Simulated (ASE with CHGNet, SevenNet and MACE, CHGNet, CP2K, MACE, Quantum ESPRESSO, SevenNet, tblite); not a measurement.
**Machine-learned potentials on twisted 1T-ZrS2 monolayer on bilayer, 21.79° (63 atoms): settings against a plane-wave reference**

Aim: run twisted 1T-ZrS2 monolayer on bilayer, 21.79° (63 atoms) in machine-learned potentials and see how near its forces come to a plane-wave reference, and at what cost.

Method: the method is named at each step, in ASE with CHGNet, SevenNet and MACE.

### Step 1. Starting point

The cell holds 63 atoms: 21 Zr and 42 S. Cell: a = 9.683 Å, b = 9.683 Å, c = 29.160 Å, α = 90.0°, β = 90.0°, γ = 120.0°. It derives from ZrS2 (1T-ZrS2). 1T-ZrS2 (a = 3.66 Å) under 1T-ZrS2 (a = 3.66 Å), monolayer on bilayer, commensurate cell of 7 unit cells a layer, twist 21.79 deg; facing planes 3.22, 3.18 Å apart; 14 Å of vacuum; layers as built, displaced by a Gaussian of 0.01 Å. Then every atom was moved at random, 0.03 Å r.m.s. a Cartesian component. Regions: layer 1, 21 atoms (7 Zr and 14 S); layer 2, 21 atoms (7 Zr and 14 S); layer 3, 21 atoms (7 Zr and 14 S). Vacuum lies along c.

The yardstick, on the same geometry:

- method: Kohn-Sham DFT, PBE, SSSP efficiency 1.3.0 pseudopotentials, plane waves (Quantum ESPRESSO 7.5); sssp-pbe-1.3.0-efficiency, cutoffs 45/360 Ry, Γ point
- r.m.s. force component: 0.3139 eV/Å
- longest force: 1.234 eV/Å
- gap (highest filled to lowest empty level): 1.537 eV
- time: 20 min on 1 thread of Arm Neoverse V2, shared host
- CPU time: 20 min

### Step 2. CHGNet 0.3.0 potential

Method: machine-learned interatomic potential CHGNet 0.3.0, trained on PBE(+U) plane-wave data.

Contents of run.py:

```python
import numpy as np
from ase.io import read
import mlip  # loads the published weights by name

atoms = read("structure.xyz")
atoms.calc = mlip.calc("chgnet-0.3.0")
energy = atoms.get_potential_energy()
forces = atoms.get_forces()
print(f"energy {energy:.6f} eV")
print("forces (eV/A)")
for i, (a, f) in enumerate(zip(atoms, forces)):
    print(f"{i:4d} {a.symbol:2s} {f[0]:10.5f} {f[1]:10.5f} {f[2]:10.5f}")
```

Contents of structure.xyz:

```xyz
63
Lattice="9.68340 0.00000 0.00000 -4.84170 8.38607 0.00000 0.00000 0.00000 29.16000" Properties=species:S:1:pos:R:3 pbc="T T T"
Zr 0.03559 0.00914 8.50451
S 0.71647 2.10641 9.93598
S 2.07288 0.44237 6.98178
Zr -0.66898 3.57792 8.46107
S 0.00620 5.53481 9.90915
S 1.35669 3.95210 7.00423
Zr -1.40337 7.15458 8.42870
S 4.09642 0.78737 9.91819
S 0.72354 7.57530 7.04739
Zr 2.74432 2.35171 8.46107
S 3.46138 4.38264 9.92490
S 4.87017 2.75046 7.06430
Zr 2.08973 5.99696 8.50539
S 2.80523 7.95712 9.93685
S 4.14493 6.41727 6.96166
Zr 6.24526 1.25229 8.47156
S 6.89710 3.13136 9.94210
S 8.26207 1.57658 7.01881
Zr 5.48143 4.74274 8.40858
S -3.39200 6.78148 9.91819
S -2.07849 5.18938 7.00656
Zr 0.70306 2.02817 14.58642
S 1.40511 3.94456 16.09311
S 2.75774 2.37460 13.17361
Zr 0.00537 5.55904 14.66456
S 0.69198 7.58134 16.07503
S 2.07491 5.97331 13.10859
Zr 4.13050 0.76959 14.62870
S 4.83110 2.81311 16.06774
S 6.23611 1.21581 13.18236
Zr 3.46695 4.37870 14.56834
S 4.19006 6.43354 16.02779
S 5.52903 4.76329 13.15903
Zr 2.79061 7.97725 14.57096
S 8.26076 1.56509 16.04267
S 9.66253 0.03413 13.13571
Zr 6.99936 3.19660 14.59371
S -2.02088 5.13555 16.03129
S -0.68549 3.59326 13.12958
Zr -3.46201 6.79221 14.61762
S 2.12338 0.41595 16.04762
S -1.43920 7.17487 13.11384
Zr -2.11897 5.96442 20.67706
S -0.65978 7.57690 22.18784
S -0.01094 5.56265 19.25347
Zr 4.83996 8.29550 20.67502
S 1.38870 1.59470 22.17385
S -2.80722 7.98857 19.23685
Zr 0.71643 3.62203 20.66044
S 2.09863 5.19442 22.18055
S 2.77986 3.15761 19.21411
Zr 1.41426 7.18267 20.71264
S 7.55949 0.38987 22.14206
S 3.42453 6.77511 19.27184
Zr 3.46211 1.26059 20.67473
S 4.89694 2.81009 22.18901
[... 3 atom lines left out ...]
S 6.23054 4.35950 19.26543
Zr 6.95622 2.42517 20.73014
S -1.36793 4.01668 22.17589
S -0.66215 1.98666 19.19661
```

Started as:

```
$ OMP_NUM_THREADS=1 python run.py > output.txt
```

Log:

```text
CHGNet v0.3.0 initialized with 412,525 parameters
CHGNet will run on cpu
energy -467.663544 eV
forces (eV/A)
   0 Zr   -0.07916   -0.08431   -0.04884
   1 S    -0.12304   -0.54582    0.28918
   2 S    -0.06178   -0.29836   -0.28375
   3 Zr   -0.25566    0.06064   -0.04109
   4 S    -0.05229    0.30978    0.13774
   5 S     0.15663    0.22285   -0.30929
   6 Zr    0.19786    0.13976    0.12163
   7 S     0.19777   -0.12376    0.16442
   8 S    -0.08906   -0.02280   -0.33305
   9 Zr    0.02630    0.20275    0.16370
  10 S     0.10301   -0.00935    0.11462
  11 S    -0.20679    0.16474   -0.89048
  12 Zr    0.03403   -0.08775   -0.14492
  13 S    -0.01553    0.08260    0.11500
  14 S     0.11451   -0.04327    0.15195
  15 Zr   -0.01687   -0.59097    0.33053
  16 S     0.05444    0.45144    0.16318
  17 S     0.28587   -0.07273   -0.28856
  18 Zr    0.18542    0.39978    0.33504
  19 S    -0.34795   -0.05998    0.02763
  20 S    -0.11526   -0.09365   -0.34732
  21 Zr   -0.14069   -0.15649    0.14028
  22 S    -0.07219    0.25259    0.00475
  23 S     0.06200    0.06119   -0.38752
[...]
55 S    -0.20125   -0.05607    0.18025
  56 S    -0.01799    0.27946   -0.16372
  57 Zr   -0.01832   -0.11996   -0.16819
  58 S    -0.06434   -0.18763    0.58767
  59 S    -0.18318    0.08479   -0.31234
  60 Zr    0.13491   -0.22052   -0.15229
  61 S     0.08365   -0.06042    0.14458
  62 S     0.02238    0.06683    0.38820
```

Run time: 4.7 s. Hardware: 1 thread of Arm Neoverse V2, shared host; peak memory 0.56 GiB.

Banners, paths, timers and routine set-up lines are dropped from the logs unmarked, and long logs keep their key lines alone; longer cuts are marked.

Against the reference:

* r.m.s. force component: 0.225 eV/Å
* r.m.s. difference of force components: 145.8 meV/Å
* longest difference of force vectors: 583.2 meV/Å
* force difference over r.m.s. force: 46.46 %
* slope of forces against the reference's: 0.649
* correlation of force components: 0.9054

Length of the force difference by element (eV/Å):

```tsv
element	atoms	mean	most
S	42	0.18	0.33
Zr	21	0.31	0.58
```

A closer look about Zr28, picked at random: 13 atoms, nearest first, numbered in the order of the input, with positions taken from that point.

```tsv
atom	x	y	z	distance (Å)	bonds	Fx	Fy	Fz (eV/Å)
Zr28	0.00	0.00	0.00	0.00	6	0.30	0.01	-0.14
S41	-2.01	-0.35	1.42	2.48	3	-0.33	-0.06	0.16
S26	1.40	-1.57	1.45	2.56	3	0.06	-0.13	0.02
S24	-1.37	1.61	-1.46	2.56	3	0.06	0.06	-0.39
S30	2.11	0.45	-1.45	2.59	3	-0.11	-0.09	-0.32
S29	0.70	2.04	1.44	2.60	3	0.10	-0.05	-0.07
S42	-0.73	-1.98	-1.51	2.60	3	0.30	-0.04	0.13
Zr40	-2.75	-2.36	-0.01	3.63	6	0.12	0.02	-0.26
Zr22	-3.43	1.26	-0.04	3.65	6	-0.14	-0.16	0.14
Zr25	0.72	-3.60	0.04	3.67	6	0.26	0.24	-0.36
Zr31	-0.66	3.61	-0.06	3.67	6	-0.03	0.09	0.13
Zr34	3.50	-1.18	-0.06	3.70	6	-0.26	-0.09	-0.07
Zr37	2.87	2.43	-0.03	3.76	6	-0.48	-0.18	-0.03
```

Atoms are counted from 1 here, from 0 in the log.

Forces lie 46 % from the reference's, at 0.0033 times its CPU time.

### Step 3. SevenNet 0 potential

Method: machine-learned interatomic potential SevenNet 0, trained on PBE(+U) plane-wave data.

run.py, as its differences from that of step 2:

```diff
@@ -5,3 +5,3 @@
 atoms = read("structure.xyz")
-atoms.calc = mlip.calc("chgnet-0.3.0")
+atoms.calc = mlip.calc("7net-0")
 energy = atoms.get_potential_energy()
```

structure.xyz is that of step 2.

Log:

```text
energy -446.589478 eV
forces (eV/A)
   0 Zr   -0.14775   -0.17970   -0.05026
   1 S    -0.14049   -0.69528    0.33971
   2 S    -0.07271   -0.35937   -0.18412
   3 Zr   -0.29046    0.12986   -0.20774
   4 S    -0.09233    0.34944    0.23237
   5 S     0.20389    0.27461   -0.22980
   6 Zr    0.28972    0.17648    0.03967
   7 S     0.24404   -0.11663    0.13388
   8 S    -0.10767    0.00211   -0.27991
   9 Zr    0.11487    0.24657    0.10516
  10 S     0.14744   -0.00186    0.09195
  11 S    -0.31136    0.16855   -0.89608
  12 Zr    0.00254   -0.05041   -0.28791
  13 S     0.00415    0.14144    0.13965
  14 S     0.10437   -0.07657    0.28914
  15 Zr   -0.05672   -0.80729    0.39345
  16 S     0.07470    0.52522    0.17652
  17 S     0.36062   -0.02625   -0.21922
  18 Zr    0.21023    0.56263    0.31952
  19 S    -0.43723   -0.10431    0.02370
  20 S    -0.10246   -0.15830   -0.28205
  21 Zr   -0.12454   -0.26775    0.14882
  22 S    -0.05351    0.27241    0.00535
  23 S     0.08349    0.06583   -0.44946
[...]
55 S    -0.29122   -0.08920    0.06958
  56 S    -0.00484    0.33234   -0.29207
  57 Zr    0.00972   -0.18859   -0.08994
  58 S    -0.04901   -0.20424    0.49220
  59 S    -0.20574    0.08998   -0.37560
  60 Zr    0.20817   -0.33303   -0.16583
  61 S     0.10628   -0.08275    0.03237
  62 S    -0.07579    0.04452    0.40389
```

It took 9.1 s on 1 thread; peak memory 0.62 GiB.

Numbers from this run, and their distance from the reference:

| Property | Result |
| --- | --- |
| r.m.s. force component | 0.2845 eV/Å |
| r.m.s. difference of force components | 84.19 meV/Å |
| longest difference of force vectors | 272.4 meV/Å |
| force difference over r.m.s. force | 26.82 % |
| slope of forces against the reference's | 0.8749 |
| correlation of force components | 0.9651 |

Against the first run (46 %), the force difference from the reference is 27 %, at 2.0 times the CPU time.

### Step 4. MACE MP-0b2 small potential

Method: machine-learned interatomic potential MACE MP-0b2 small, trained on PBE(+U) plane-wave data.

run.py, as its differences from that of step 3:

```diff
@@ -5,3 +5,3 @@
 atoms = read("structure.xyz")
-atoms.calc = mlip.calc("7net-0")
+atoms.calc = mlip.calc("mace-mp-0b2-small")
 energy = atoms.get_potential_energy()
```

structure.xyz is that of step 3.

Log:

```text
energy -445.887430 eV
forces (eV/A)
   0 Zr   -0.13597   -0.11448    0.01293
   1 S    -0.12980   -0.66875    0.30578
   2 S    -0.08039   -0.36811   -0.22632
   3 Zr   -0.35476    0.08456   -0.09609
   4 S    -0.08592    0.32546    0.17245
   5 S     0.21286    0.24557   -0.25274
   6 Zr    0.31167    0.27282    0.16315
   7 S     0.21478   -0.11813    0.03551
   8 S    -0.09011    0.04053   -0.31153
   9 Zr    0.14955    0.32630    0.20254
  10 S     0.10458   -0.00882    0.03827
  11 S    -0.30588    0.14488   -0.97179
  12 Zr   -0.01927   -0.16530   -0.19327
  13 S     0.00707    0.14443    0.13530
  14 S     0.11492   -0.05796    0.22864
  15 Zr   -0.09045   -0.87902    0.48541
  16 S     0.09713    0.55776    0.10604
  17 S     0.34491   -0.05102   -0.25181
  18 Zr    0.29745    0.58386    0.42797
  19 S    -0.41922   -0.11701    0.02312
  20 S    -0.14015   -0.17847   -0.34647
  21 Zr   -0.21157   -0.27639    0.16610
  22 S    -0.04881    0.27176    0.01155
  23 S     0.08364    0.06746   -0.46769
[...]
55 S    -0.25067   -0.06681    0.09670
  56 S    -0.00710    0.33392   -0.27857
  57 Zr    0.01614   -0.13126   -0.17809
  58 S    -0.06541   -0.25217    0.53088
  59 S    -0.21459    0.12453   -0.35287
  60 Zr    0.14274   -0.33810   -0.22266
  61 S     0.09003   -0.07870    0.07229
  62 S    -0.07771    0.00383    0.40941
```

Elapsed: 6.2 s, on 1 thread; peak memory 0.65 GiB.

Numbers from this run, and their distance from the reference:

| Item | Value |
| --- | --- |
| r.m.s. force component | 0.2913 eV/Å |
| r.m.s. difference of force components | 94 meV/Å |
| longest difference of force vectors | 381 meV/Å |
| force difference over r.m.s. force | 29.95 % |
| slope of forces against the reference's | 0.8858 |
| correlation of force components | 0.9545 |

Against the first run (46 %), the force difference from the reference is 30 %, at 1.5 times the CPU time.

### Step 5. Side by side

Differences are against the plane-wave reference, forces as r.m.s. over components; share is that over the reference's r.m.s. force, slope the least-squares factor from reference forces to these. Total energies of different programs have different zeros and aren't compared.

```tsv
run	Δ force, r.m.s. (meV/Å)	share (%)	slope	cores	CPU time	memory (GiB)
reference	-	-	-	1	20 min	5.5
CHGNet 0.3.0 potential	146	46.5	0.649	1	3.9 s	0.56
SevenNet 0 potential	84.2	26.8	0.875	1	7.9 s	0.62
MACE MP-0b2 small potential	94.0	29.9	0.886	1	6.1 s	0.65
```

Times of the machine-learned potentials are mostly Python's start and the loading of weights.

CPU time is summed over cores on a shared host, where runs went side by side, so it is rough. Symmetry, cutoffs, thresholds, outputs and thread counts weren't matched or tuned between programs; memory under MPI is the largest rank's times the ranks.

A second geometry, displaced anew (every atom was moved at random, 0.08 Å r.m.s. a Cartesian component), gives an energy difference that all programs can be tested on. The reference puts it at 55.65 meV/atom.

```tsv
run	energy less the first geometry's (meV/atom)	error (meV/atom)	force share at the second geometry (%)
CHGNet 0.3.0 potential	40.57	-15.1	38.6
SevenNet 0 potential	52.52	-3.13	24.3
MACE MP-0b2 small potential	52.91	-2.74	28.8
```

### Step 6. Results

```
nearest in forces : SevenNet 0 potential, 27 %
its CPU time      : 7.9 s
```

**Reading.** Machine-learned potentials differ by 27 % (SevenNet 0 potential) to 46 % (CHGNet 0.3.0 potential); they were trained on other programs' data. Among those trained on PBE data the slope goes as low as 0.65. The energy difference between the two geometries, 55.7 meV/atom in the reference, is met best by MACE MP-0b2 small potential (-2.74) and worst by CHGNet 0.3.0 potential (-15.1). Machine-learned potentials mimic data converged in k, so the reference's own k-point error enters their differences. The reference's PBE has no dispersion term, which matters for the binding between molecules or layers. The electronic-structure runs sample only Γ, in a cell whose shortest periodic width is 8 Å.

[Also dropped from logs without a mark: logging warnings of Python, and SIESTA's first energy breakdown and zero terms.]

[Logs are printed without paths, hosts, clocks, repeated set-up lines and the standing remarks that a program may print on its own settings, such as how far it seeks lower states.]

[Hosts, paths, dates, database ids (printed as entryN), source tags and the programs' standing remarks are cut or masked in the printed files.]
